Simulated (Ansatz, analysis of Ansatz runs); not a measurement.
# Migration barrier of interstitial H in bcc V, hop from a tetrahedral to the next tetrahedral site (PBE), part 2 of 3

How near does this set-up come to the measured migration barrier? Subject: interstitial H in bcc V, hop from a tetrahedral to the next tetrahedral site. Set-up: PBE, 32-site cell, PBE lattice, 420 eV, k: 4x4x4 Gamma-centred, zero-point energy of the moving atom added. The model is a cell of 32 host atoms with 1 H put in. The barrier is the energy of the highest image of a climbing band over the relaxed site that the atom leaves.

Ansatz 0.2.0; PBE, 32-site cell, PBE lattice, 420 eV, k: 4x4x4 Gamma-centred, zero-point energy of the moving atom added.

So far: Starting point; Relaxation, charge 0.

## (3) Nudged elastic band

A band of images joins the two ends; its highest image climbs to the saddle, whose energy over the site left is the barrier.

This step: plane-wave PAW DFT, PBE; nudged elastic band between two relaxed defect structures at fixed charge.

The input, neb/input.yaml:

```yaml
crystal:
  lattice:
    - [0.0, 5.99246225, 5.99246225]
    - [5.99246225, 0.0, 5.99246225]
    - [5.99246225, 5.99246225, 0.0]
  atoms:
    - { symbol: V, position: [-0.000371919, -0.000343263, 0.000343263] }
    - { symbol: V, position: [0.124438276, 0.123359751, 0.126148807] }
    - { symbol: V, position: [0.251053165, 0.249438276, 0.248359751] }
    - { symbol: V, position: [0.377595778, 0.372404222, 0.364785607] }
    - { symbol: V, position: [-0.001640249, 0.001148807, 0.501053165] }
    - { symbol: V, position: [0.124283309, 0.123905701, 0.626471074] }
    - { symbol: V, position: [0.247404222, 0.239785607, 0.760214393] }
    - { symbol: V, position: [0.375725944, 0.374274056, 0.877676135] }
    - { symbol: V, position: [-0.001094299, 0.501471074, 0.000339916] }
    - { symbol: V, position: [0.124210162, 0.625789838, 0.124734243] }
    - { symbol: V, position: [0.249274056, 0.752676135, 0.247323865] }
    - { symbol: V, position: [0.376471074, 0.875339916, 0.374283309] }
    - { symbol: V, position: [-0.002676135, 0.500725944, 0.499274056] }
    - { symbol: V, position: [0.114785607, 0.635214393, 0.627595778] }
    - { symbol: V, position: [0.248528926, 0.751094299, 0.750716691] }
    - { symbol: V, position: [0.373946835, 0.873851193, 0.876640249] }
    - { symbol: V, position: [0.500789838, -0.000265757, 0.000265757] }
    - { symbol: V, position: [0.625371919, 0.124628081, 0.124656737] }
    - { symbol: V, position: [0.750339916, 0.249283309, 0.248905701] }
    - { symbol: V, position: [0.876148807, 0.376053165, 0.374438276] }
    - { symbol: V, position: [0.500716691, -0.000339916, 0.498528926] }
    - { symbol: V, position: [0.627676135, 0.122323865, 0.625725944] }
    - { symbol: V, position: [0.750265757, 0.249210162, 0.750789838] }
    - { symbol: V, position: [0.874660084, 0.373528926, 0.876094299] }
    - { symbol: V, position: [0.500561724, 0.498946835, -0.001148807] }
    - { symbol: V, position: [0.626094299, 0.625716691, 0.124660084] }
    - { symbol: V, position: [0.750343263, 0.750371919, 0.249628081] }
    - { symbol: V, position: [0.874734243, 0.875265757, 0.374210162] }
    - { symbol: V, position: [0.510214393, 0.502595778, 0.497404222] }
    - { symbol: V, position: [0.626640249, 0.625561724, 0.623946835] }
    - { symbol: V, position: [0.748851193, 0.751640249, 0.750561724] }
    - { symbol: V, position: [0.874656737, 0.875343263, 0.875371919] }
    - { symbol: H, position: [0.3125, 0.4375, 0.5625] }
basis:
  ecutwfc: 420
  xc_grid: 2
hamiltonian:
  xc: pbe
kpoints:
  mp_grid: { grid: [4, 4, 4] }
scf:
  occupations: { method: methfessel_paxton, width: 0.1 }
  max_iter: 120
output:
  forces: true
neb:
  images: 3
  f_tol: 0.04
  climbing: true
  initial_path: idpp
  max_iterations: 45
  order_check: false
  final_atoms:
    - { symbol: V, position: [-0.000628481, -0.000222038, 0.000222038] }
    - { symbol: V, position: [0.12621486, 0.123403452, 0.126104963] }
[... 1 atom line left out ...]
    - { symbol: V, position: [0.385376017, 0.372447775, 0.364741811] }
[... 2 atom lines left out ...]
    - { symbol: V, position: [0.252757592, 0.239829351, 0.760170649] }
    - { symbol: V, position: [0.375878278, 0.373572681, 0.876050541] }
[... 2 atom lines left out ...]
    - { symbol: V, position: [0.250887442, 0.752719708, 0.247280292] }
    - { symbol: V, position: [0.375951677, 0.875309578, 0.374166151] }
    - { symbol: V, position: [-0.010052821, 0.502639764, 0.497360236] }
    - { symbol: V, position: [0.122565604, 0.635258189, 0.627552225] }
    - { symbol: V, position: [0.249108336, 0.751684087, 0.750517908] }
[... 6 atom lines left out ...]
    - { symbol: V, position: [0.625501499, 0.123949459, 0.626427319] }
[... 3 atom lines left out ...]
    - { symbol: V, position: [0.625427406, 0.625833849, 0.124690422] }
[... 2 atom lines left out ...]
    - { symbol: V, position: [0.502837536, 0.500769614, 0.499230386] }
[... 3 atom lines left out ...]
    - { symbol: H, position: [0.187661598, 0.43754377, 0.56245623] }
```

On the command line:

```
ansatz run input.yaml --threads 8 --pin off --max-ram 14131MiB --backend cpu --events-out ev --progress --plain --runs-dir out
```

Numbers of over 12 decimals in the logs are rounded to 6 here.

Output:

```text
[...]
Warning: neb: disabling space-group detection — the band's intermediate images generally break the endpoint symmetry, so no spatial operation reduces the k-mesh or symmetrises the density, except that a semilocal band can use its path's symmetry ahead of [...]
[...]
NEB image 0
Crystal: 33 atoms, lattice volume = 430.374 Å³
Basis set: ecut = 420 eV, 8393 PW (Γ), exchange–correlation on 120×120×120 points (8 copies of the dense FFT grid, shifted against one another)
Bands: 251, of which v1, the nominal top of the filled ones, is band 209 counted from 1 (208 counted from 0)
Symmetry: 1 space group operations
k-points: 36 of 64 (time reversal used)
[...]
SCF iter   1: F=—  HF=-93213.370488 eV  |F-HF|=—  |Δ(HF+E_count)|=         —  Δρ=6.44e-3  dr2=2.15e-1  ethr=1.77e-3  ⟨swp⟩=7.2  Hψ=32733  notcnv=0
[...]
SCF iter   7: F=-93213.378771 eV  HF=-93213.378771 eV  |F-HF|=9.60e-9  |Δ(HF+E_count)|=   6.43e-8  S|Δr|=    0.00e0  Δρ=2.47e-6  dr2=1.90e-8  ethr=2.40e-11  ⟨swp⟩=2.0  Hψ=27428  notcnv=0
SCF 1 converged in 7 iterations: F = -93213.378771 eV  dr2 = 1.90e-8
[...]
NSCF: frozen V_eff on 36 k-points
NEB image 4
SCF iter   1: F=—  HF=-93213.367449 eV  |F-HF|=—  |Δ(HF+E_count)|=         —  Δρ=6.45e-3  dr2=2.18e-1  ethr=1.77e-3  ⟨swp⟩=7.0  Hψ=32715  notcnv=0
[...]
SCF iter   7: F=-93213.378771 eV  HF=-93213.378771 eV  |F-HF|=7.55e-9  |Δ(HF+E_count)|=   8.70e-8  S|Δr|=    0.00e0  Δρ=2.53e-6  dr2=1.78e-8  ethr=2.40e-11  ⟨swp⟩=2.1  Hψ=27490  notcnv=0
SCF 2 converged in 7 iterations: F = -93213.378771 eV  dr2 = 1.78e-8
[...]
NEB end point (image 0): max|allowed force component| = 7.903e-3 eV/Å (the criterion of neb.relax_end_points is 1.000e-2)
NEB end point (image 4): max|allowed force component| = 7.921e-3 eV/Å (the criterion of neb.relax_end_points is 1.000e-2)
NEB image 1
SCF iter   1: F=—  HF=-93213.257942 eV  |F-HF|=—  |Δ(HF+E_count)|=         —  Δρ=6.96e-3  dr2=3.21e-1  ethr=1.77e-3  ⟨swp⟩=7.3  Hψ=33167  notcnv=0
[...]
SCF iter   7: F=-93213.266431 eV  HF=-93213.266431 eV  |F-HF|=1.31e-8  |Δ(HF+E_count)|=   8.31e-8  S|Δr|=    0.00e0  Δρ=2.84e-6  dr2=2.54e-8  ethr=2.40e-11  ⟨swp⟩=2.2  Hψ=27538  notcnv=0
SCF 3 converged in 7 iterations: F = -93213.266431 eV  dr2 = 2.54e-8
NEB image 2
SCF iter   1: F=—  HF=-93213.167738 eV  |F-HF|=—  |Δ(HF+E_count)|=         —  Δρ=7.18e-3  dr2=3.63e-1  ethr=1.77e-3  ⟨swp⟩=7.4  Hψ=33004  notcnv=0
[...]
SCF iter   7: F=-93213.171042 eV  HF=-93213.171042 eV  |F-HF|=1.82e-8  |Δ(HF+E_count)|=   8.28e-8  S|Δr|=    0.00e0  Δρ=2.98e-6  dr2=3.06e-8  ethr=2.40e-11  ⟨swp⟩=2.4  Hψ=27551  notcnv=0
SCF 4 converged in 7 iterations: F = -93213.171042 eV  dr2 = 3.06e-8
NEB image 3
SCF iter   1: F=—  HF=-93213.259582 eV  |F-HF|=—  |Δ(HF+E_count)|=         —  Δρ=6.94e-3  dr2=3.15e-1  ethr=1.77e-3  ⟨swp⟩=7.2  Hψ=33141  notcnv=0
[...]
SCF iter   7: F=-93213.266430 eV  HF=-93213.266430 eV  |F-HF|=1.77e-8  |Δ(HF+E_count)|=   9.51e-8  S|Δr|=    0.00e0  Δρ=3.07e-6  dr2=3.08e-8  ethr=2.40e-11  ⟨swp⟩=2.3  Hψ=27547  notcnv=0
SCF 5 converged in 7 iterations: F = -93213.266430 eV  dr2 = 3.08e-8
NEB iter   1: max|band force component| = 6.904e-1 eV/Å  barrier→ = 0.2077 eV  barrier← = 0.2077 eV  Δτ_max = 0.0525 Å  (35 SCF iters)
NEB image 1
[...]
iter 1 solved again at ethr=4.85e-5 eV; its pass at ethr=3.10e-3 eV (dr2=2.02e-1 eV) is discarded
[...]
SCF iter   7: F=-93213.322773 eV  HF=-93213.322773 eV  |F-HF|=7.28e-8  |Δ(HF+E_count)|=   6.53e-8  S|Δr|=    0.00e0  Δρ=3.11e-6  dr2=8.69e-8  ethr=2.40e-11  ⟨swp⟩=2.5  Hψ=28862  notcnv=0
SCF 6 converged in 7 iterations: F = -93213.322773 eV  dr2 = 8.69e-8
NEB image 2
[...]
SCF iter   8: F=-93213.254790 eV  HF=-93213.254790 eV  |F-HF|=1.29e-8  |Δ(HF+E_count)|=   6.05e-9  S|Δr|=    0.00e0  Δρ=1.30e-6  dr2=1.44e-8  ethr=2.40e-11  ⟨swp⟩=3.0  Hψ=19658  notcnv=0
SCF 7 converged in 8 iterations: F = -93213.254790 eV  dr2 = 1.44e-8
NEB image 3
[...]
SCF iter   7: F=-93213.322773 eV  HF=-93213.322773 eV  |F-HF|=7.29e-8  |Δ(HF+E_count)|=   6.61e-8  S|Δr|=    0.00e0  Δρ=3.11e-6  dr2=8.71e-8  ethr=2.40e-11  ⟨swp⟩=2.6  Hψ=28925  notcnv=0
SCF 8 converged in 7 iterations: F = -93213.322773 eV  dr2 = 8.71e-8
NEB iter   2: max|band force component| = 1.876e-1 eV/Å  barrier→ = 0.1240 eV  barrier← = 0.1240 eV  CI = image 2  Δτ_max = 0.0341 Å  (22 SCF iters)
NEB image 1
[...]
SCF iter   7: F=-93213.334402 eV  HF=-93213.334402 eV  |F-HF|=9.30e-9  |Δ(HF+E_count)|=   1.38e-8  S|Δr|=    0.00e0  Δρ=1.26e-6  dr2=1.25e-8  ethr=2.40e-11  ⟨swp⟩=3.1  Hψ=20145  notcnv=0
SCF 9 converged in 7 iterations: F = -93213.334402 eV  dr2 = 1.25e-8
NEB image 2
[...]
SCF iter   7: F=-93213.273279 eV  HF=-93213.273279 eV  |F-HF|=1.39e-8  |Δ(HF+E_count)|=   2.06e-8  S|Δr|=    0.00e0  Δρ=1.62e-6  dr2=1.93e-8  ethr=2.40e-11  ⟨swp⟩=3.1  Hψ=23368  notcnv=0
SCF 10 converged in 7 iterations: F = -93213.273279 eV  dr2 = 1.93e-8
NEB image 3
[...]
SCF iter   7: F=-93213.334402 eV  HF=-93213.334402 eV  |F-HF|=9.28e-9  |Δ(HF+E_count)|=   1.37e-8  S|Δr|=    0.00e0  Δρ=1.27e-6  dr2=1.25e-8  ethr=2.40e-11  ⟨swp⟩=3.1  Hψ=20131  notcnv=0
SCF 11 converged in 7 iterations: F = -93213.334402 eV  dr2 = 1.25e-8
NEB iter   3: max|band force component| = 8.264e-2 eV/Å  barrier→ = 0.1055 eV  barrier← = 0.1055 eV  CI = image 2  Δτ_max = 0.0156 Å  (21 SCF iters)
NEB image 1
[...]
SCF iter   6: F=-93213.335755 eV  HF=-93213.335755 eV  |F-HF|=4.53e-9  |Δ(HF+E_count)|=   8.54e-9  S|Δr|=    0.00e0  Δρ=1.11e-6  dr2=5.34e-9  ethr=2.40e-11  ⟨swp⟩=3.0  Hψ=19646  notcnv=0
SCF 12 converged in 6 iterations: F = -93213.335755 eV  dr2 = 5.34e-9
NEB image 2
[...]
SCF iter   6: F=-93213.275887 eV  HF=-93213.275888 eV  |F-HF|=4.11e-8  |Δ(HF+E_count)|=   1.64e-8  S|Δr|=    0.00e0  Δρ=2.83e-6  dr2=4.40e-8  ethr=2.40e-11  ⟨swp⟩=3.3  Hψ=22743  notcnv=0
SCF 13 converged in 6 iterations: F = -93213.275887 eV  dr2 = 4.40e-8
NEB image 3
[...]
SCF iter   6: F=-93213.335755 eV  HF=-93213.335755 eV  |F-HF|=4.39e-9  |Δ(HF+E_count)|=   8.51e-9  S|Δr|=    0.00e0  Δρ=1.10e-6  dr2=5.20e-9  ethr=2.40e-11  ⟨swp⟩=3.0  Hψ=19646  notcnv=0
SCF 14 converged in 6 iterations: F = -93213.335755 eV  dr2 = 5.20e-9
NEB image 1
[...]
NEB image 3
[...]
NEB image 2
[...]
NEB iter   4: max|band force component| = 2.370e-2 eV/Å  barrier→ = 0.1029 eV  barrier← = 0.1029 eV  CI = image 2  Δτ_max = 0.0000 Å  (18 SCF iters)
SCF converged after 6 iterations
[...]
Free energy (F): -93213.275887 eV
[...]
Internal energy: -93213.289400 eV  (E = F + TS)
E sigma→0 (E₀):  -93213.279266 eV
Entropy (-TS):   0.013512 eV (0.409 meV/atom)
Fermi energy:    16.616067 eV
Step filling:    the computed levels leave a gap of 0.0000 eV = 0.0 smearing widths at the electron count; against every level under it full and every level over it empty, smearing changes F+E_penalty+E_count by +2.163 meV and its σ→0 estimate by -1.215 meV
[...]
--- Forces (eV/Å), atoms counted from 1 ---
  atom   1  V      0.00065011     0.00069036    -0.00144746
  atom   2  V     -0.00139417    -0.00388116     0.00388162
  [... 1 atom left out ...]
  atom   4  V     -0.01369565     0.00739450    -0.00739474
  [... 2 atoms left out ...]
  atom   7  V      0.00136083    -0.00081990     0.00082046
  atom   8  V     -0.00328437    -0.01059048    -0.00455730
  [... 2 atoms left out ...]
  atom  11  V      0.00073311     0.00402445    -0.00402507
  [... 1 atom left out ...]
  atom  13  V      0.00025635     0.00544589     0.00340277
  atom  14  V     -0.00106136     0.01101573    -0.01101534
  atom  15  V      0.00427732     0.00291037     0.00014323
  [... 6 atoms left out ...]
  atom  22  V      0.00360271    -0.01042517    -0.00458296
  [... 6 atoms left out ...]
  atom  29  V      0.00025681    -0.00340235    -0.00544637
  [... 3 atoms left out ...]
  atom  33  H      0.01684012    -0.02370021     0.02370025
  max |Σ_I F_I| component: 9.09e-6 eV/Å
--- Band table (eV; the first three rows and the last of 36) ---
[...]
[... further k-points left out ...]
this run last wrote the band of iteration 4 to <dir>
--- NEB band (5 images, 4 band iterations, 96 SCF iterations) ---
  forward barrier  = 0.102883 eV
  backward barrier = 0.102883 eV
  lagrangian_above_aufbau_ev (what the smearing adds, to first order; not taken off the barriers): saddle image +0.002163 eV, end points +0.001063 and +0.001063 eV
  climbing image's point = of an order that was not read
  energies are F+E_penalty+E_count in eV, relative to image 0
  image     s (Å)  Δ vs image 0  max|band force component| (eV/Å)
      0    0.0000      0.000000                                 —
      1    0.3016      0.043016                          1.353e-2
  *   2    0.6033      0.102883                          2.370e-2
      3    0.9049      0.043016                          1.353e-2
      4    1.2066      0.000000                                 —
  climbing-image geometry (image 2):
  cell:  # Å, volume = 430.3739 Å³
    - [0.0, 5.99246225, 5.99246225]
    - [5.99246225, 0.0, 5.99246225]
    - [5.99246225, 5.99246225, 0.0]
  atoms:
    - { symbol: V, position: [0.002500, -0.000560, 0.000558] }
    - { symbol: V, position: [0.124670, 0.124437, 0.126383] }
    - { symbol: V, position: [0.253013, 0.247153, 0.247496] }
    - { symbol: V, position: [0.388907, 0.365883, 0.356464] }
    - { symbol: V, position: [-0.003287, 0.004380, 0.502355] }
    - { symbol: V, position: [0.125679, 0.124213, 0.625590] }
    - { symbol: V, position: [0.250095, 0.242771, 0.757201] }
    - { symbol: V, position: [0.374475, 0.374412, 0.875791] }
    - { symbol: V, position: [-0.003371, 0.502600, 0.004302] }
    - { symbol: V, position: [0.124770, 0.624529, 0.127082] }
    - { symbol: V, position: [0.250085, 0.753114, 0.246879] }
    - { symbol: V, position: [0.375384, 0.872917, 0.375482] }
    - { symbol: V, position: [0.001348, 0.499032, 0.500970] }
    - { symbol: V, position: [0.111259, 0.643557, 0.634087] }
    - { symbol: V, position: [0.247126, 0.752528, 0.752858] }
    - { symbol: V, position: [0.375487, 0.873622, 0.875567] }
    - { symbol: V, position: [0.497663, -0.000560, 0.000558] }
    - { symbol: V, position: [0.628777, 0.120191, 0.122416] }
    - { symbol: V, position: [0.752500, 0.247153, 0.247496] }
    - { symbol: V, position: [0.873497, 0.375755, 0.377412] }
    - { symbol: V, position: [0.503518, -0.004304, 0.497429] }
    - { symbol: V, position: [0.624680, 0.124213, 0.625590] }
    - { symbol: V, position: [0.750080, 0.249735, 0.750266] }
    - { symbol: V, position: [0.875483, 0.374412, 0.875791] }
    - { symbol: V, position: [0.503427, 0.497650, -0.004344] }
    - { symbol: V, position: [0.623780, 0.624529, 0.127082] }
    - { symbol: V, position: [0.750081, 0.746325, 0.253674] }
    - { symbol: V, position: [0.876379, 0.872917, 0.375482] }
    - { symbol: V, position: [0.498812, 0.499032, 0.500970] }
    - { symbol: V, position: [0.626651, 0.622599, 0.624261] }
    - { symbol: V, position: [0.747650, 0.752528, 0.752858] }
    - { symbol: V, position: [0.871370, 0.877607, 0.879814] }
    - { symbol: H, position: [0.250177, 0.453849, 0.545959] }
```

Wall time 17 min (8 threads of Arm Neoverse V2, shared host); peak memory 10 GiB.

Images along the path:

| image | path (Å) | energy (eV) | H33: x, y, z (Å) |
| --- | --- | --- | --- |
| 0 | 0.000 | 0.0000 | 5.992, 5.243, 4.494 |
| 1 | 0.302 | 0.0430 | 5.992, 4.999, 4.407 |
| 2 | 0.603 | 0.1029 | 5.991, 4.771, 4.219 |
| 3 | 0.905 | 0.0430 | 5.992, 4.583, 3.991 |
| 4 | 1.207 | 0.0000 | 5.992, 4.495, 3.747 |

Read from the output:

| Item | Value |
| --- | --- |
| free energy | -93213.2759 eV |
| smearing term TS | -0.01351 eV |
| barrier forward | 0.1029 eV |
| barrier backward | 0.1029 eV |

(Part 2 of 3 ends here.)

[Logs are printed without paths, hosts, clocks, repeated set-up lines and the standing remarks that a program may print on its own settings, such as how far it seeks lower states.]

[Hosts, paths, dates, database ids (printed as entryN), source tags and the programs' standing remarks are cut or masked in the printed files.]

[For some hosts the program warned that the k-mesh of the response run may be too coarse for force constants and the static dielectric constant; such warnings are not shown here.]
